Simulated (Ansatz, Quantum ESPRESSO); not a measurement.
# Screening and band shifts of Al2SSe, 1 layer, part 6 of 6

How does Al2SSe, 1 layer respond to a gate-like field without added charge?

Quantum ESPRESSO 7.5; plane-wave DFT, PBE, GBRV ultrasoft pseudopotentials; geometry and cross-check by Ansatz 0.2.0 with PAW datasets.

So far. Step 14 (Density by pp.x): The density integrates to 18.000 electrons, as the 18 of the input ask. Step 19 (Cross-check with Ansatz: field 0.1 V/Å): At 0.1 V/Å Ansatz's dipole is 0.0375 e Å against 0.0373 from pw.x.

## Step 22: Ground state, with smearing = mp, degauss = 0.005 and eopreg = 0.02

A sensitivity test on the input.

Level of this step: plane-wave DFT, PBE, GBRV ultrasoft pseudopotentials (Quantum ESPRESSO 7.5).

Input file f1.w0.in:

```
&control
  prefix = 'f1.w0'
  outdir = './out'
  pseudo_dir = './pseudo'
  calculation = 'scf'
  tprnfor = .true.
  tefield = .true.
  dipfield = .true.
/
&system
  ibrav = 0
  nat = 4
  ntyp = 3
  ecutwfc = 40
  ecutrho = 200
  occupations = 'smearing'
  smearing = 'mp'
  degauss = 0.005
  edir = 3
  emaxpos = 0.97
  eopreg = 0.02
  eamp = 0.00194469
/
&electrons
  conv_thr = 1e-09
  mixing_beta = 0.4
  electron_maxstep = 120
  mixing_mode = 'plain'
/
ATOMIC_SPECIES
  Se  78.9710  se_pbe_v1.uspp.F.UPF
  Al  26.9815  al_pbe_v1.uspp.F.UPF
  S   32.0600  s_pbe_v1.4.uspp.F.UPF
CELL_PARAMETERS angstrom
  3.67768374882588 -0.00000000000000 -0.00000000000000
  -1.83884187441294 3.18496755356840 -0.00000000000000
  -0.00000000000000 -0.00000000000000 21.45087501970000
ATOMIC_POSITIONS crystal
  Se  0.333333333333 0.666666666667 0.389503771012
  Al  -0.000000000000 -0.000000000000 0.445866151416
  Al  0.000000000000 -0.000000000000 0.566657190638
  S   0.333333333333 0.666666666667 0.614259252935
K_POINTS automatic
  12 12 1 0 0 0
```

Started as:

```console
$ OMP_NUM_THREADS=1 mpirun -n 4 pw.x -nk 4 -in f1.w0.in > f1.w0.out
```

What it wrote:

```text
[banner, memory and clock lines left out]
Program PWSCF v.7.5 starts
[citation notice left out]

[...]
bravais-lattice index     =            0
     lattice parameter (alat)  =       6.9498  a.u.
     unit-cell volume          =    1695.5906 (a.u.)^3
     number of atoms/cell      =            4
     number of atomic types    =            3
     number of electrons       =        18.00
     number of Kohn-Sham states=           13
     kinetic-energy cutoff     =      40.0000  Ry
     charge density cutoff     =     200.0000  Ry
     scf convergence threshold =      1.0E-09
     mixing beta               =       0.4000
     number of iterations used =            8  plain     mixing
     Exchange-correlation=  SLA  PW   PBX  PBC
                           (   1   4   3   4   0   0   0)

[...]
PseudoPot. # 1 for Se read from file:
     ./pseudo/se_pbe_v1.uspp.F.UPF
     Pseudo is Ultrasoft + core correction, Zval =  6.0
     Generated by new atomic code, or converted to UPF format
     Using radial grid of  877 points,  6 beta functions with:
                l(1) =   0
                l(2) =   0
                l(3) =   1
                l(4) =   1
                l(5) =   2
                l(6) =   2
     Q(r) pseudized with  8 coefficients,  rinner =    1.300   1.300   1.300
                                                       1.300   1.300

     PseudoPot. # 2 for Al read from file:
     ./pseudo/al_pbe_v1.uspp.F.UPF
     Pseudo is Ultrasoft + core correction, Zval =  3.0
     Generated by new atomic code, or converted to UPF format
     Using radial grid of  893 points,  3 beta functions with:
                l(1) =   0
                l(2) =   1
                l(3) =   2
     Q(r) pseudized with  8 coefficients,  rinner =    0.900   0.900   0.900
                                                       0.900   0.900

     PseudoPot. # 3 for S  read from file:
     ./pseudo/s_pbe_v1.4.uspp.F.UPF
     Pseudo is Ultrasoft + core correction, Zval =  6.0
     Generated by new atomic code, or converted to UPF format
     Using radial grid of  907 points,  6 beta functions with:
                l(1) =   0
                l(2) =   0
                l(3) =   1
                l(4) =   1
                l(5) =   2
                l(6) =   2
     Q(r) pseudized with  8 coefficients,  rinner =    1.300   1.300   1.300
                                                       1.300   1.300

     atomic species   valence    mass     pseudopotential
     Se                6.00    78.97100     Se( 1.00)
     Al                3.00    26.98150     Al( 1.00)
     S                 6.00    32.06000     S ( 1.00)

     No symmetry found

[...]
number of k points=    74  Methfessel-Paxton smearing, width (Ry)=  0.0050
[...]
Dense  grid:    80943 G-vectors     FFT dimensions: (  32,  32, 192)

     Smooth grid:    57655 G-vectors     FFT dimensions: (  27,  27, 180)

     Initial potential from superposition of free atoms

     starting charge      17.9950, renormalised to      18.0000

     negative rho (up, down):  1.886E-04 0.000E+00

     Adding external electric field

     Computed dipole along edir(3) :
        Dipole                0.0004 Ry au,          0.0011 Debye
        Dipole field          0.0000 Ry au,

        E field amplitude [Ha a.u.]:  1.9447E-03
        Potential amp.        0.1543 Ry
        Total length         39.7256 bohr

     Starting wfcs are   16 randomized atomic wfcs

     per-process dynamical memory:    78.7 Mb

     Self-consistent Calculation

     iteration #  1     ecut=    40.00 Ry     beta= 0.40
     Davidson diagonalization with overlap
     ethr =  1.00E-02,  avg # of iterations =  3.3

     Threshold (ethr) on eigenvalues was too large:
     Diagonalizing with lowered threshold

     Davidson diagonalization with overlap
     ethr =  7.00E-04,  avg # of iterations =  1.3

     negative rho (up, down):  2.296E-04 0.000E+00

     Adding external electric field

     Computed dipole along edir(3) :
        Dipole                0.1369 Ry au,          0.3479 Debye
        Dipole field          0.0010 Ry au,

        E field amplitude [Ha a.u.]:  1.9447E-03
        Potential amp.        0.0739 Ry
        Total length         39.7256 bohr

     total energy              =     -81.33535929 Ry
     estimated scf accuracy    <       0.12676120 Ry

     iteration #  2     ecut=    40.00 Ry     beta= 0.40
[...]
negative rho (up, down):  2.670E-04 0.000E+00

[...]
Dipole               -0.0577 Ry au,         -0.1466 Debye
[...]
E field amplitude [Ha a.u.]:  1.9447E-03
[...]
total energy              =     -81.34034317 Ry
     estimated scf accuracy    <       0.03525659 Ry

     iteration #  3     ecut=    40.00 Ry     beta= 0.40
[...]
negative rho (up, down):  2.889E-04 0.000E+00

[...]
Dipole                0.1310 Ry au,          0.3330 Debye
[...]
E field amplitude [Ha a.u.]:  1.9447E-03
[...]
total energy              =     -81.34269970 Ry
     estimated scf accuracy    <       0.02987980 Ry

     iteration #  4     ecut=    40.00 Ry     beta= 0.40
[...]
negative rho (up, down):  3.021E-04 0.000E+00

[...]
Dipole                0.0647 Ry au,          0.1645 Debye
[...]
E field amplitude [Ha a.u.]:  1.9447E-03
[...]
total energy              =     -81.34639640 Ry
     estimated scf accuracy    <       0.00554496 Ry

     iteration #  5     ecut=    40.00 Ry     beta= 0.40
[...]
negative rho (up, down):  3.123E-04 0.000E+00

[...]
Dipole                0.0660 Ry au,          0.1677 Debye
[...]
E field amplitude [Ha a.u.]:  1.9447E-03
[...]
total energy              =     -81.34709076 Ry
     estimated scf accuracy    <       0.00068610 Ry

     iteration #  6     ecut=    40.00 Ry     beta= 0.40
[...]
c_bands:  1 eigenvalues not converged
     c_bands:  1 eigenvalues not converged
[...]
negative rho (up, down):  3.178E-04 0.000E+00

[...]
Dipole                0.0695 Ry au,          0.1766 Debye
[...]
E field amplitude [Ha a.u.]:  1.9447E-03
[...]
total energy              =     -81.34714928 Ry
     estimated scf accuracy    <       0.00006340 Ry

[...]
iteration # 11     ecut=    40.00 Ry     beta= 0.40
[...]
negative rho (up, down):  3.249E-04 0.000E+00

[...]
Dipole                0.0705 Ry au,          0.1791 Debye
[...]
E field amplitude [Ha a.u.]:  1.9447E-03
[...]
total energy              =     -81.34717313 Ry
     estimated scf accuracy    <          8.0E-09 Ry

     iteration # 12     ecut=    40.00 Ry     beta= 0.40
[...]
negative rho (up, down):  3.252E-04 0.000E+00

[...]
Dipole                0.0704 Ry au,          0.1790 Debye
[...]
E field amplitude [Ha a.u.]:  1.9447E-03
[...]
total energy              =     -81.34717314 Ry
     estimated scf accuracy    <       0.00000004 Ry

     iteration # 13     ecut=    40.00 Ry     beta= 0.40
[...]
negative rho (up, down):  3.253E-04 0.000E+00

[...]
Dipole                0.0704 Ry au,          0.1790 Debye
[...]
E field amplitude [Ha a.u.]:  1.9447E-03
[...]
total energy              =     -81.34717314 Ry
     estimated scf accuracy    <          2.1E-09 Ry

     iteration # 14     ecut=    40.00 Ry     beta= 0.40
[...]
negative rho (up, down):  3.255E-04 0.000E+00

[...]
Dipole                0.0704 Ry au,          0.1790 Debye
[...]
E field amplitude [Ha a.u.]:  1.9447E-03
[...]
End of self-consistent calculation

          k = 0.0000 0.0000 0.0000 (  7131 PWs)   bands (ev):

   -15.3785 -15.2758  -7.4467  -5.3406  -3.7462  -3.7462  -2.6046  -2.6046
    -2.4275   0.7517   1.6682   3.0274   3.0274

          k = 0.0000 0.0962 0.0000 (  7162 PWs)   bands (ev):

   -15.3217 -15.2194  -7.3893  -5.3053  -4.1380  -3.8264  -3.1435  -2.7125
    -2.3380   1.1243   2.0532   2.7009   3.0783

[...]
the Fermi energy is    -0.9922 ev

!    total energy              =     -81.34717314 Ry
     estimated scf accuracy    <          2.5E-11 Ry
     smearing contrib. (-TS)   =       0.00000000 Ry
     internal energy E=F+TS    =     -81.34717314 Ry

     The total energy is F=E-TS. E is the sum of the following terms:
     one-electron contribution =    -274.92476397 Ry
     hartree contribution      =     141.14068290 Ry
     xc contribution           =     -46.69361074 Ry
     ewald contribution        =      99.13075584 Ry
     electric field correction =      -0.00023718 Ry

     convergence has been achieved in  14 iterations

     negative rho (up, down):  3.255E-04 0.000E+00

     Forces acting on atoms (cartesian axes, Ry/au):

     atom    1 type  1   force =    -0.00000002    0.00000001   -0.00125926
     atom    2 type  2   force =     0.00000000   -0.00000002    0.00189590
     atom    3 type  2   force =    -0.00000001    0.00000001    0.00037473
     atom    4 type  3   force =     0.00000003    0.00000000   -0.00101137

     Total force =     0.002519     Total SCF correction =     0.000014

[...]
```

It took 44 s on 4 MPI ranks of Intel Xeon Platinum 8488C (Sapphire Rapids), shared host; peak memory 0.67 GiB; 2.9 min of CPU time.

Beside the run it was changed from:

| quantity | this run | unchanged run | difference |
| --- | --- | --- | --- |
| dipole along the normal (e·Å) | 0.03727 | 0.03727 | 0 |
| free energy (eV) | -1106.785 | -1106.785 | 0 |
| wall time (s) | 44 | 33 |  |
| SCF iterations | 14 | 8 |  |

The free energy moves by +0 meV an atom.

This run starts from superposed atoms, the unchanged one from a saved density, so their iteration counts don't compare.

The physical values in this table stay within 0.05 %.

## Step 23: Ground state, with no tefield

One more run, with a changed input.

Input file f1.bad.in:

```
&control
  prefix = 'f1.bad'
  outdir = './out'
  pseudo_dir = './pseudo'
  calculation = 'scf'
  tprnfor = .true.
  dipfield = .true.
/
&system
  ibrav = 0
  nat = 4
  ntyp = 3
  ecutwfc = 40
  ecutrho = 200
  occupations = 'smearing'
  smearing = 'fd'
  degauss = 0.004
  edir = 3
  emaxpos = 0.97
  eopreg = 0.04
  eamp = 0.00194469
/
&electrons
  conv_thr = 1e-09
  mixing_beta = 0.4
  electron_maxstep = 60
  mixing_mode = 'plain'
/
ATOMIC_SPECIES
  Se  78.9710  se_pbe_v1.uspp.F.UPF
  Al  26.9815  al_pbe_v1.uspp.F.UPF
  S   32.0600  s_pbe_v1.4.uspp.F.UPF
CELL_PARAMETERS angstrom
  3.67768374882588 -0.00000000000000 -0.00000000000000
  -1.83884187441294 3.18496755356840 -0.00000000000000
  -0.00000000000000 -0.00000000000000 21.45087501970000
ATOMIC_POSITIONS crystal
  Se  0.333333333333 0.666666666667 0.389503771012
  Al  -0.000000000000 -0.000000000000 0.445866151416
  Al  0.000000000000 -0.000000000000 0.566657190638
  S   0.333333333333 0.666666666667 0.614259252935
K_POINTS automatic
  12 12 1 0 0 0
```

Started as:

```console
$ OMP_NUM_THREADS=1 mpirun -n 4 pw.x -nk 4 -in f1.bad.in > f1.bad.out
```

What it wrote:

```text
[banner, memory and clock lines left out]
Program PWSCF v.7.5 starts
[citation notice left out]

[...]
Message from routine setup:
[...]
bravais-lattice index     =            0
     lattice parameter (alat)  =       6.9498  a.u.
     unit-cell volume          =    1695.5906 (a.u.)^3
     number of atoms/cell      =            4
     number of atomic types    =            3
     number of electrons       =        18.00
     number of Kohn-Sham states=           13
     kinetic-energy cutoff     =      40.0000  Ry
     charge density cutoff     =     200.0000  Ry
     scf convergence threshold =      1.0E-09
     mixing beta               =       0.4000
     number of iterations used =            8  plain     mixing
     Exchange-correlation=  SLA  PW   PBX  PBC
                           (   1   4   3   4   0   0   0)

[...]
PseudoPot. # 1 for Se read from file:
     ./pseudo/se_pbe_v1.uspp.F.UPF
     Pseudo is Ultrasoft + core correction, Zval =  6.0
     Generated by new atomic code, or converted to UPF format
     Using radial grid of  877 points,  6 beta functions with:
                l(1) =   0
                l(2) =   0
                l(3) =   1
                l(4) =   1
                l(5) =   2
                l(6) =   2
     Q(r) pseudized with  8 coefficients,  rinner =    1.300   1.300   1.300
                                                       1.300   1.300

     PseudoPot. # 2 for Al read from file:
     ./pseudo/al_pbe_v1.uspp.F.UPF
     Pseudo is Ultrasoft + core correction, Zval =  3.0
     Generated by new atomic code, or converted to UPF format
     Using radial grid of  893 points,  3 beta functions with:
                l(1) =   0
                l(2) =   1
                l(3) =   2
     Q(r) pseudized with  8 coefficients,  rinner =    0.900   0.900   0.900
                                                       0.900   0.900

     PseudoPot. # 3 for S  read from file:
     ./pseudo/s_pbe_v1.4.uspp.F.UPF
     Pseudo is Ultrasoft + core correction, Zval =  6.0
     Generated by new atomic code, or converted to UPF format
     Using radial grid of  907 points,  6 beta functions with:
                l(1) =   0
                l(2) =   0
                l(3) =   1
                l(4) =   1
                l(5) =   2
                l(6) =   2
     Q(r) pseudized with  8 coefficients,  rinner =    1.300   1.300   1.300
                                                       1.300   1.300

     atomic species   valence    mass     pseudopotential
     Se                6.00    78.97100     Se( 1.00)
     Al                3.00    26.98150     Al( 1.00)
     S                 6.00    32.06000     S ( 1.00)

      6 Sym. Ops. (no inversion) found

[...]
number of k points=    19  Fermi-Dirac smearing, width (Ry)=  0.0040
[...]
Dense  grid:    80943 G-vectors     FFT dimensions: (  32,  32, 192)

     Smooth grid:    57655 G-vectors     FFT dimensions: (  27,  27, 180)

     Initial potential from superposition of free atoms

     starting charge      17.9950, renormalised to      18.0000

     negative rho (up, down):  1.886E-04 0.000E+00
     Starting wfcs are   16 randomized atomic wfcs

     per-process dynamical memory:    61.9 Mb

     Self-consistent Calculation

     iteration #  1     ecut=    40.00 Ry     beta= 0.40
     Davidson diagonalization with overlap
     ethr =  1.00E-02,  avg # of iterations =  3.2

     Threshold (ethr) on eigenvalues was too large:
     Diagonalizing with lowered threshold

     Davidson diagonalization with overlap
     ethr =  6.89E-04,  avg # of iterations =  1.3

     negative rho (up, down):  2.296E-04 0.000E+00

     total energy              =     -81.33633550 Ry
     estimated scf accuracy    <       0.12463768 Ry

     iteration #  2     ecut=    40.00 Ry     beta= 0.40
[...]
negative rho (up, down):  2.687E-04 0.000E+00

[...]
total energy              =     -81.34368549 Ry
     estimated scf accuracy    <       0.02658604 Ry

     iteration #  3     ecut=    40.00 Ry     beta= 0.40
[...]
negative rho (up, down):  2.918E-04 0.000E+00

[...]
total energy              =     -81.34631685 Ry
     estimated scf accuracy    <       0.00806774 Ry

     iteration #  4     ecut=    40.00 Ry     beta= 0.40
[...]
negative rho (up, down):  3.070E-04 0.000E+00

[...]
total energy              =     -81.34691791 Ry
     estimated scf accuracy    <       0.00100456 Ry

     iteration #  5     ecut=    40.00 Ry     beta= 0.40
[...]
c_bands:  1 eigenvalues not converged
     c_bands:  1 eigenvalues not converged
[...]
negative rho (up, down):  3.150E-04 0.000E+00

[...]
total energy              =     -81.34701931 Ry
     estimated scf accuracy    <       0.00015007 Ry

     iteration #  6     ecut=    40.00 Ry     beta= 0.40
[...]
negative rho (up, down):  3.196E-04 0.000E+00

[...]
total energy              =     -81.34703889 Ry
     estimated scf accuracy    <       0.00002307 Ry

[...]
iteration #  9     ecut=    40.00 Ry     beta= 0.40
[...]
negative rho (up, down):  3.251E-04 0.000E+00

[...]
total energy              =     -81.34705533 Ry
     estimated scf accuracy    <       0.00000003 Ry

     iteration # 10     ecut=    40.00 Ry     beta= 0.40
[...]
negative rho (up, down):  3.257E-04 0.000E+00

[...]
total energy              =     -81.34705534 Ry
     estimated scf accuracy    <          5.7E-09 Ry

     iteration # 11     ecut=    40.00 Ry     beta= 0.40
[...]
negative rho (up, down):  3.261E-04 0.000E+00

[...]
total energy              =     -81.34705535 Ry
     estimated scf accuracy    <          2.5E-09 Ry

     iteration # 12     ecut=    40.00 Ry     beta= 0.40
[...]
negative rho (up, down):  3.267E-04 0.000E+00

[...]
End of self-consistent calculation

          k = 0.0000 0.0000 0.0000 (  7131 PWs)   bands (ev):

   -15.4220 -15.2923  -7.4753  -5.3715  -3.8031  -3.8031  -2.6076  -2.6076
    -2.4570   0.7105   1.6563   2.9879   2.9879

          k = 0.0000 0.0962 0.0000 (  7162 PWs)   bands (ev):

   -15.3661 -15.2348  -7.4180  -5.3361  -4.1957  -3.8833  -3.1457  -2.7155
    -2.3673   1.0820   2.0436   2.6701   3.1307

[...]
the Fermi energy is    -1.1928 ev

!    total energy              =     -81.34705535 Ry
     estimated scf accuracy    <          1.4E-10 Ry
     smearing contrib. (-TS)   =      -0.00000000 Ry
     internal energy E=F+TS    =     -81.34705535 Ry

     The total energy is F=E-TS. E is the sum of the following terms:
     one-electron contribution =    -274.93365782 Ry
     hartree contribution      =     141.14956789 Ry
     xc contribution           =     -46.69372126 Ry
     ewald contribution        =      99.13075584 Ry

     convergence has been achieved in  12 iterations

     negative rho (up, down):  3.267E-04 0.000E+00

     Forces acting on atoms (cartesian axes, Ry/au):

     atom    1 type  1   force =     0.00000000   -0.00000000   -0.00054113
     atom    2 type  2   force =     0.00000000   -0.00000000    0.00122057
     atom    3 type  2   force =     0.00000000    0.00000000   -0.00058966
     atom    4 type  3   force =     0.00000000    0.00000000   -0.00008977

     Total force =     0.001462     Total SCF correction =     0.000030

[...]
```

The job ended after 16 s (4 MPI ranks; peak memory 0.48 GiB; 63 s of CPU time).

Residual by cycle:

cycle, log10 residual and a bar from the least value:
```
        1       -0.9 ##############################
        2       -1.6 ############################
        3       -2.1 ##########################
        4       -3.0 #######################
        5       -3.8 ####################
        6       -4.6 #################
        7       -5.3 ###############
        8       -6.7 ###########
        9       -7.5 ########
       10       -8.2 #####
       11       -8.6 ####
       12       -9.9
```

The setting was moved on purpose (tefield left out, which switches off the field and the dipole correction alike), yet the run converged, and its energy lies within 1 meV an atom of the base run's, at the same geometry.

Beside the run it was changed from:

| quantity | this run | unchanged run | difference |
| --- | --- | --- | --- |
| free energy (eV) | -1106.783 | -1106.785 | 0.0016 |
| wall time (s) | 16 | 33 |  |
| SCF iterations | 12 | 8 |  |

The free energy moves by +0.4 meV an atom.

This run starts from superposed atoms, the unchanged one from a saved density, so their iteration counts don't compare.

## Step 24: The arithmetic

α = Δp/E = (0.03727 − (-0.00498)) e Å / 0.1 V/Å = 0.4224 e Å²/V; times e/(4πε₀) = 14.40 V Å this is 6.083 Å³. With A = 11.713 Å², 4πα/A = 6.526 Å.

## Step 25: Results

| Quantity | Value |
| --- | --- |
| polarisability along the normal, a cell | 6.08 Å³ |
| sheet polarisability 4πα/A | 6.53 Å |
| dipole without a field | -0.005 e·Å |
| Kohn-Sham ionisation potential, upper face | 6.04 eV |
| gap along the path at 0 V/Å | 2.05 eV |
| gap along the path at 0.2 V/Å | 2.06 eV |
| gap along the path at 0.3 V/Å | 2.06 eV |

The sheet answers a field with a polarisability of 6.08 Å³ a cell, or 4πα/A = 6.53 Å (PBE, GBRV ultrasoft). In pw.x the dipole follows the field linearly over the range tried. A perfect conductor 6.53 Å thick would screen alike; the outer atoms lie 4.82 Å apart. At 0.1 V/Å the sheet takes 0.653 eV off the potential drop. At 0.2 V/Å the gap along the path is unchanged within 0.01 eV. Quantum ESPRESSO and Ansatz give 6.083 and 6.075 Å³ for the polarisability (pw.x from 0 and 0.1 V/Å, Ansatz from ±0.1 V/Å), which agree. The ions stay at their zero-field places, so this is the electrons' response alone. Semilocal gaps are too small, and in strong fields empty levels can belong to the vacuum. Spin-orbit coupling is left out; depending on the atoms that carry the levels of interest, it can split and shift them by tens to hundreds of meV.

[Logs are printed without paths, hosts, clocks, repeated set-up lines and the standing remarks that a program may print on its own settings, such as how far it seeks lower states.]

[Hosts, paths, dates, database ids (printed as entryN), source tags and the programs' standing remarks are cut or masked in the printed files.]

[Maps of the electrostatic potential energy from Ansatz leave out the sawtooth potential of an applied field or a dipole correction, so their vacuum need not be flat; planar profiles and work functions include it.]
